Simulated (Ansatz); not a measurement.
Rows from a G0W0 calculation on SnPHO3 (Cc) (Ansatz 0.2.0; G0W0 on PBE, plane waves, PAW; PAW set soft_1; 4×4×6 mesh, 398 empty bands, screening to 100 eV, PAW set soft_1 files), in eV. Spin-orbit coupling is left out.

| row | k | band | start | Σx | Σc at the solution | Vxc |
| --- | --- | --- | --- | --- | --- | --- |
| A | Γ | c1 | 8.325 | -7.744 | -3.463 | -11.960 |
| B | Γ | v1 | 4.551 | -20.432 | 1.973 | -17.561 |
| C | (0.000, 0.000, -0.500) | v1 | 3.725 | -21.080 | 2.643 | -17.444 |
| D | (0.000, 0.000, -0.500) | c1 | 8.147 | -7.718 | -3.290 | -11.694 |
| E | Γ | v2 | 3.714 | -21.844 | 2.966 | -17.858 |
| F | Γ | c2 | 9.565 | -9.428 | -3.602 | -13.984 |

Give the quasiparticle energies and the shift of each level.

The quasiparticle equation reads E = start + Σx + Σc(E) − Vxc.

| row | E (eV) | shift (eV) |
| --- | --- | --- |
| A | 9.078 | +0.753 |
| B | 3.652 | −0.899 |
| C | 2.731 | −0.994 |
| D | 8.834 | +0.687 |
| E | 2.693 | −1.021 |
| F | 10.519 | +0.954 |

The gap over the computed points goes from 3.60 eV to 5.18 eV.

Limits: not at the basis limit; no spin-orbit coupling.

[Runs of the session that timed out or met a known fault of the program may be left out.]

[Cells called generated may have been cut or substituted from an entry of the Crystallography Open Database or the Materials Project.]

[Hosts, paths, dates, database ids (printed as entryN), source tags and the programs' standing remarks are cut or masked in the printed files.]
